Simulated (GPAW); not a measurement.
**Dielectric function and optical constants of BN**

Aim: the dielectric function of BN, and the optical constants that follow from it. The cell comes from an older database entry, whose edges can differ from later determinations, mostly by under a per cent.

Method: DFT, LDA, plane-wave PAW (GPAW data sets), scalar-relativistic, RPA, optical limit, in GPAW 26.7.0.

The database entry behind the starting cell differs from later determinations by our own check (about 0.3 % short, minor phase), so it need not match the best structure at ambient conditions.

## Step 1: Starting point

It takes space group P6_3/mmc (No. 194, hexagonal). Conventional cell: a = 2.498 Å, b = 2.498 Å, c = 6.636 Å, α = 90.00°, β = 90.00°, γ = 120.00°. Nearest to N lie 3 B at 1.44 Å. Nearest to B lie 3 N at 1.44 Å. Farther neighbours and most contacts between anions are not listed.

Coordinates:

```xyz
4
Lattice="2.4982 0.0000 0.0000 -1.2491 2.1635 0.0000 0.0000 0.0000 6.6357" Properties=species:S:1:pos:R:3 pbc="T T T"
N     1.2491    0.7212    1.6589
N     0.0000    1.4424    4.9768
B     1.2491    0.7212    4.9768
B     0.0000    1.4424    1.6589
```

## Step 2: Bands for the response

At the fixed density, many empty bands are solved on the mesh of the response, since the spectrum sums over them.

This step: DFT, LDA, plane-wave PAW (GPAW data sets), scalar-relativistic, bands at fixed density (GPAW 26.7.0).

nscf.py

```python
from ase.dft.bandgap import bandgap
from gpaw import GPAW, FermiDirac

calc = GPAW('gs.gpw').fixed_density(kpts={'size': (15, 15, 5), 'gamma': True}, nbands=43, convergence={'bands': 37},
                                    occupations=FermiDirac(0.001), txt='nscf.txt')
print('gap (eV)', bandgap(calc, output=None)[0])
print('direct gap (eV)', bandgap(calc, direct=True, output=None)[0])
print('top band over the Fermi level (eV)', min(calc.get_eigenvalues(kpt=k)[36] for k in range(len(calc.get_ibz_k_points()))) - calc.get_fermi_level())
calc.write('full.gpw', mode='all')
```

Started as:

```
OMP_NUM_THREADS=1 python nscf.py
```

Numbers of over 12 decimals in the logs are rounded to 6 here.

Output:

```text
Diagonalizing LCAO Hamiltonian
Converting LCAO to pw mode
convergence criteria:
- Maximum integral of absolute [eigenst]ate change: 4e-08 eV^2 / valence electron
maximum number of iterations: 150

SCF iterations
|iter     |      energy | eigst |  dens |
|iter:   1||             | +3.58 |       |
|iter:   2||             | +2.30 |       |
|iter:   3||             | +1.30 |       |
|iter:   4||             | +0.30 |       |
|iter:   5||             | -0.61 |       |
|iter:   6||             | -1.45 |       |
|iter:   7||             | -2.29 |       |
|iter:   8||             | -3.09 |       |
|iter:   9||             | -3.93 |       |
|iter:  10||             | -4.74 |       |
|iter:  11||             | -5.59 |       |
|iter:  12||             | -6.39 |       |
|iter:  13||             | -7.09 |       |
|iter:  14||             | -7.62c|       |
SCF steps: 14
  __  _  _
 | _ |_)|_||  |
 |__||  | ||/\| - 26.7.0

Versions:
  Python: 3.12.14
  ASE:    3.29.0
  Numpy:  2.5.5
  Scipy:  1.18.1
  Libxc:  7.0.0

Input parameters:
  mode=PW(ecut=500.0),
  convergence={'bands': 37},
  gpts=array([14, 14, 35]),
  kpts=MonkhorstPack(size=(15, 15, 5), gamma=True),
  maxiter=150,
  nbands=43,
  occupations=Occupations(name='fermi-dirac', width=0.001, fixmagmom=False),
  parallel={},
  xc=XC(name='LDA')

--- standard output ---
gap (eV) 4.081277
direct gap (eV) 4.503859
top band over the Fermi level (eV) 38.129135
```

The job ended after 96 s (1 thread of Arm Neoverse V2, shared host; peak memory 0.24 GiB).

This step gave:

```
gap on the k-mesh      : 4.081 eV
direct gap on the mesh : 4.504 eV
```

## Step 3: Dielectric function, RPA

Transitions between filled and empty bands, summed over the zone, give the optical response, so mesh, band count and broadening shape it.

The induced potential is part of this response.

This step: DFT, LDA, plane-wave PAW (GPAW data sets), scalar-relativistic, RPA, optical limit (GPAW 26.7.0).

df.py

```python
from gpaw.response.df import DielectricFunction

df = DielectricFunction('full.gpw', frequencies={'type': 'nonlinear', 'domega0': 0.03, 'omega2': 8},
                        ecut=50,
                        eta=0.15,
                        nbands=37,
                        txt='df.txt')
for direction in ['x', 'z']:
    df.get_dielectric_function(xc='RPA', direction=direction, filename=f'df_{direction}.csv')
```

Started as:

```
OMP_NUM_THREADS=1 python df.py
```

Output:

```text
Using integrator: PointIntegrator
NonLinearFrequencyDescriptor(from 0.000 to 64.819 eV, 497 points)
Nonperiodic BCs:  [False False False]
Using integrator: PointIntegrator
NonLinearFrequencyDescriptor(from 0.000 to 64.819 eV, 497 points)
Nonperiodic BCs:  [False False False]

Calculating chi0 body with:
    Ground state adapter containing:
    Number of spins: 1
    Number of kpoints: 1125
    Number of irreducible kpoints: 119
    Number of completely occupied states: 8
    Number of partially occupied states: 8

    Linear response parametrization:
    q_c: [0.0, 0.0, 0.0]
    Number of frequency points: 497
    Planewave cutoff: 50.0
    Number of bands: 37
    Number of planewaves: 37
    Broadening (eta): 0.15

Integrating chi0 body.

Symmetries of q_c:
    Direct symmetries (Uq -> q): 12
    Indirect symmetries (TUq -> q): 0
In total 12 allowed symmetries.

119 groups of equivalent kpoints. 89.422222% reduction.

Integral kind: spectral function

Calculating chi0 optical extensions with:
    Ground state adapter containing:
    Number of spins: 1
    Number of kpoints: 1125
    Number of irreducible kpoints: 119
    Number of completely occupied states: 8
    Number of partially occupied states: 8

    Linear response parametrization:
    Number of frequency points: 497
    Planewave cutoff: 50.0
    Number of bands: 37
    Number of planewaves: 37
    Broadening (eta): 0.15
Integrating chi0 head and wings.

Symmetries of q_c:
    Direct symmetries (Uq -> q): 12
    Indirect symmetries (TUq -> q): 0
In total 12 allowed symmetries.

119 groups of equivalent kpoints. 89.422222% reduction.

Integral kind: spectral function wings
```

Elapsed: 10 s, on 1 thread; peak memory 0.23 GiB.

Read-outs, printed or worked out from the files:

```
electronic dielectric constant ε∞, mean over x, y and z (by symmetry where fewer were run) : 4.072
main peak of Im epsilon, first axis                                                        : 5.745 eV
centre of weight of the strongest loss peak in the window                                  : 7.944 eV
```

Some rows of df_x.csv (energy; Re and Im without local fields; Re and Im with them):

```text
0.000000, 5.014382, -0.000000, 4.778211, -0.000000
0.429336, 5.030376, 0.011275, 4.792747, 0.010245
0.878195, 5.082586, 0.023964, 4.840171, 0.021756
1.347938, 5.180791, 0.039480, 4.929264, 0.035785
1.840057, 5.342197, 0.060343, 5.075388, 0.054552
2.356191, 5.598778, 0.091758, 5.306894, 0.082603
2.898142, 6.016640, 0.146671, 5.681874, 0.131134
3.467895, 6.760575, 0.268069, 6.343301, 0.236744
4.067647, 8.426311, 0.723762, 7.797468, 0.621739
4.699832, 9.973753, 5.480076, 9.320757, 4.579722
5.367152, 6.892357, 9.246935, 7.082359, 8.150293
6.072622, -1.609572, 6.285521, -1.188446, 6.357912
6.819608, -0.729255, 3.001951, -0.599965, 3.060660
7.611886, -0.132076, 1.697673, -0.115386, 1.714082
8.453705, 1.183130, 1.224606, 1.171521, 1.193446
9.349861, 1.875400, 0.655834, 1.820196, 0.633725
10.305790, 2.560044, 0.716329, 2.441206, 0.679705
11.327680, 3.481305, 0.892392, 3.267998, 0.823276
12.422601, 5.487450, 1.298207, 5.067288, 1.065539
13.598673, 4.540565, 7.164515, 5.011390, 6.471691
```

The Im ε has structure finer than the step of the table below, so its rows give means over 0.5 eV, whole bins alone (the curve runs from 0 to 14.0 eV). Peaks (eV: height): E ∥ x 5.77: 11.1; E ∥ z 4.70: 1.26, 10.03: 6.34.

Values under the direct gap are tails of Lorentzian lines. The Im ε by photon energy; means over each step:

```
photon energy (eV)   E ∥ x    E ∥ z
               0.5  0.0120  0.00293
               1.0  0.0253  0.00608
               1.5  0.0412  0.00976
               2.0  0.0625   0.0144
               2.5  0.0938   0.0211
               3.0   0.146   0.0319
               3.5   0.253   0.0543
               4.0   0.585    0.132
               4.5    2.91    0.783
               5.0    6.56     1.13
               5.5    9.61    0.971
               6.0    7.75    0.790
               6.5    4.61    0.565
               7.0    2.82    0.507
               7.5    2.12    0.418
               8.0    1.29    0.443
               8.5    1.23    0.592
               9.0   0.882     1.46
               9.5   0.697     3.50
              10.0   0.749     5.29
              10.5   0.699     3.15
              11.0   0.826     2.54
              11.5   0.849     2.20
              12.0   0.857     1.50
              12.5    1.32     1.23
              13.0    3.82     1.07
              13.5    6.13     1.25
```

The Re ε by photon energy:

| photon energy (eV) | E ∥ x | E ∥ z |
| --- | --- | --- |
| 0.0 | 4.78 | 2.66 |
| 0.5 | 4.80 | 2.66 |
| 1.0 | 4.86 | 2.68 |
| 1.5 | 4.97 | 2.70 |
| 2.0 | 5.14 | 2.74 |
| 2.5 | 5.39 | 2.80 |
| 3.0 | 5.77 | 2.89 |
| 3.5 | 6.39 | 3.02 |
| 4.0 | 7.56 | 3.27 |
| 4.5 | 9.87 | 3.75 |
| 5.0 | 8.88 | 3.04 |
| 5.5 | 6.24 | 2.49 |
| 6.0 | -1.38 | 2.53 |
| 6.5 | -0.755 | 2.66 |
| 7.0 | -0.117 | 2.69 |
| 7.5 | -0.252 | 2.89 |
| 8.0 | 0.851 | 3.33 |
| 8.5 | 1.21 | 3.92 |
| 9.0 | 1.28 | 5.01 |
| 9.5 | 2.02 | 4.70 |
| 10.0 | 2.27 | 2.14 |
| 10.5 | 2.67 | 0.639 |
| 11.0 | 2.94 | 0.485 |
| 11.5 | 3.34 | 0.744 |
| 12.0 | 4.05 | 0.354 |
| 12.5 | 5.36 | 0.733 |
| 13.0 | 6.50 | 1.18 |
| 13.5 | 5.07 | 1.49 |

The loss function −Im 1/ε at q → 0 has structure finer than the step of the table below, so its rows give means over 0.5 eV, whole bins alone (the curve runs from 0 to 14.0 eV). Peaks (eV: height): E ∥ x 7.73: 0.713; E ∥ z 5.47: 0.140, 12.10: 0.692, 12.59: 0.600.

Values under the direct gap are tails of Lorentzian lines. Loss function −Im 1/ε at q → 0 against energy loss; means over each step:

| energy loss (eV) | E ∥ x | E ∥ z |
| --- | --- | --- |
| 0.5 | 5.2e-4 | 4.1e-4 |
| 1.0 | 0.00107 | 8.5e-4 |
| 1.5 | 0.00167 | 0.00133 |
| 2.0 | 0.00236 | 0.00191 |
| 2.5 | 0.00321 | 0.00268 |
| 3.0 | 0.00434 | 0.00381 |
| 3.5 | 0.00607 | 0.00591 |
| 4.0 | 0.00971 | 0.0120 |
| 4.5 | 0.0282 | 0.0578 |
| 5.0 | 0.0563 | 0.113 |
| 5.5 | 0.0753 | 0.129 |
| 6.0 | 0.135 | 0.111 |
| 6.5 | 0.214 | 0.0784 |
| 7.0 | 0.353 | 0.0668 |
| 7.5 | 0.493 | 0.0476 |
| 8.0 | 0.557 | 0.0385 |
| 8.5 | 0.422 | 0.0372 |
| 9.0 | 0.337 | 0.0527 |
| 9.5 | 0.161 | 0.101 |
| 10.0 | 0.132 | 0.160 |
| 10.5 | 0.0927 | 0.303 |
| 11.0 | 0.0871 | 0.378 |
| 11.5 | 0.0707 | 0.413 |
| 12.0 | 0.0505 | 0.608 |
| 12.5 | 0.0421 | 0.555 |
| 13.0 | 0.0671 | 0.419 |
| 13.5 | 0.0968 | 0.327 |

The reflectivity at normal incidence has structure finer than the step of the table below, so its rows give means over 0.5 eV, whole bins alone (the curve runs from 0 to 14.0 eV). Peaks (eV: height): E ∥ x 5.87: 43.4; E ∥ z 4.56: 10.8, 10.10: 30.7, 11.79: 18.0.

Reflectivity at normal incidence against photon energy; means over each step:

| photon energy (eV) | E ∥ x (%) | E ∥ z (%) |
| --- | --- | --- |
| 0.5 | 13.9 | 5.77 |
| 1.0 | 14.1 | 5.83 |
| 1.5 | 14.5 | 5.94 |
| 2.0 | 15.0 | 6.11 |
| 2.5 | 15.9 | 6.35 |
| 3.0 | 17.0 | 6.72 |
| 3.5 | 18.8 | 7.28 |
| 4.0 | 22.0 | 8.37 |
| 4.5 | 27.5 | 10.3 |
| 5.0 | 31.0 | 8.72 |
| 5.5 | 35.8 | 6.92 |
| 6.0 | 40.2 | 6.33 |
| 6.5 | 33.6 | 6.16 |
| 7.0 | 25.0 | 6.41 |
| 7.5 | 20.8 | 7.21 |
| 8.0 | 8.15 | 8.87 |
| 8.5 | 6.00 | 11.1 |
| 9.0 | 3.76 | 15.6 |
| 9.5 | 4.05 | 19.9 |
| 10.0 | 5.21 | 27.2 |
| 10.5 | 6.55 | 20.2 |
| 11.0 | 7.98 | 17.6 |
| 11.5 | 9.47 | 15.0 |
| 12.0 | 11.8 | 12.6 |
| 12.5 | 16.6 | 7.22 |
| 13.0 | 23.4 | 4.86 |
| 13.5 | 27.5 | 5.80 |

Refractive index n and extinction k against photon energy:

| photon energy (eV) | n, E ∥ x | k, E ∥ x | n, E ∥ z | k, E ∥ z |
| --- | --- | --- | --- | --- |
| 0.0 | 2.19 | 0 | 1.63 | 0 |
| 0.5 | 2.19 | 0.00273 | 1.63 | 8.9e-4 |
| 1.0 | 2.20 | 0.00570 | 1.64 | 0.00185 |
| 1.5 | 2.23 | 0.00920 | 1.64 | 0.00295 |
| 2.0 | 2.27 | 0.0137 | 1.66 | 0.00434 |
| 2.5 | 2.32 | 0.0200 | 1.67 | 0.00624 |
| 3.0 | 2.40 | 0.0300 | 1.70 | 0.00927 |
| 3.5 | 2.53 | 0.0487 | 1.74 | 0.0152 |
| 4.0 | 2.75 | 0.0977 | 1.81 | 0.0330 |
| 4.5 | 3.18 | 0.460 | 1.95 | 0.202 |
| 5.0 | 3.16 | 1.06 | 1.77 | 0.295 |
| 5.5 | 3.00 | 1.67 | 1.61 | 0.311 |
| 6.0 | 1.74 | 2.09 | 1.61 | 0.255 |
| 6.5 | 1.46 | 1.70 | 1.64 | 0.148 |
| 7.0 | 1.16 | 1.21 | 1.65 | 0.140 |
| 7.5 | 0.994 | 1.11 | 1.71 | 0.126 |
| 8.0 | 1.09 | 0.571 | 1.83 | 0.126 |
| 8.5 | 1.21 | 0.496 | 1.99 | 0.137 |
| 9.0 | 1.19 | 0.355 | 2.26 | 0.285 |
| 9.5 | 1.44 | 0.237 | 2.30 | 0.779 |
| 10.0 | 1.53 | 0.252 | 2.10 | 1.51 |
| 10.5 | 1.65 | 0.198 | 1.37 | 1.11 |
| 11.0 | 1.73 | 0.245 | 1.25 | 1.03 |
| 11.5 | 1.84 | 0.245 | 1.24 | 0.894 |
| 12.0 | 2.02 | 0.209 | 0.952 | 0.743 |
| 12.5 | 2.33 | 0.260 | 1.05 | 0.611 |
| 13.0 | 2.65 | 0.731 | 1.18 | 0.460 |
| 13.5 | 2.53 | 1.16 | 1.31 | 0.464 |

Optical constants at common wavelengths, from n + ik = √ε:

| wavelength (nm) | n x | k x | R (%) x | 1/α x | n z | k z | R (%) z | 1/α z |
| --- | --- | --- | --- | --- | --- | --- | --- | --- |
| 1550 | 2.20 | 0.004 | 14.0 | 28 µm | 1.63 | 0.001 | 5.8 | 85 µm |
| 1064 | 2.21 | 0.007 | 14.2 | 12 µm | 1.64 | 0.002 | 5.9 | 39 µm |
| 633 | 2.26 | 0.013 | 15.0 | 3.8 µm | 1.66 | 0.004 | 6.1 | 12 µm |
| 532 | 2.30 | 0.018 | 15.5 | 2.4 µm | 1.67 | 0.006 | 6.3 | 7.7 µm |
| 405 | 2.42 | 0.032 | 17.2 | 1.0 µm | 1.70 | 0.010 | 6.8 | 3.3 µm |
| 365 | 2.50 | 0.044 | 18.4 | 666 nm | 1.73 | 0.014 | 7.1 | 2.1 µm |
| 308 | 2.77 | 0.102 | 22.1 | 239 nm | 1.81 | 0.035 | 8.4 | 703 nm |

Below the direct gap, k and the depth come from the tails of the Lorentzian lines, not from transitions.

Rows near the edge hang on the gap, which this functional as a rule makes too small, and phonon-assisted absorption is left out.

At 1064 nm the birefringence n(z) − n(x) is -0.573: the crystal is uniaxial negative at this level.

## Step 4: What came out

| Quantity | Value |
| --- | --- |
| electronic dielectric constant ε∞, mean over x, y and z (by symmetry where fewer were run) (RPA) | 4.07 |
| main peak of Im epsilon, first axis | 5.74 eV |
| centre of weight of the strongest loss peak in the window, first axis | 7.94 eV |

In words: At this level (LDA, RPA) BN has a mean ε∞ = 4.07 and n = 2.20 at 1550 nm (E ∥ x), and Im ε peaks at 5.7 eV (E ∥ x). On the mesh the gap is 4.08 eV and the least direct gap 4.50 eV, so on this mesh the band edges lie at different points. Local fields change the static value along x from 5.01 to 4.78 (-5 %). The static values by axis are 4.78 (x), 2.66 (z). At 1064 nm the birefringence n(z) − n(x) is -0.573: the crystal is uniaxial negative at this level. Excitons and phonon-assisted transitions are missing; LDA gaps are as a rule too small, which pulls the onset down and ε∞ up. The sum runs over mesh points, so small or evenly spaced maxima can still be ripples of the mesh.

[Machine, clock and banner lines and Python warnings are left out of the logs.]

[Logs are printed without paths, hosts, clocks, repeated set-up lines and the standing remarks that a program may print on its own settings, such as how far it seeks lower states.]

[Hosts, paths, dates, database ids (printed as entryN), source tags and the programs' standing remarks are cut or masked in the printed files.]
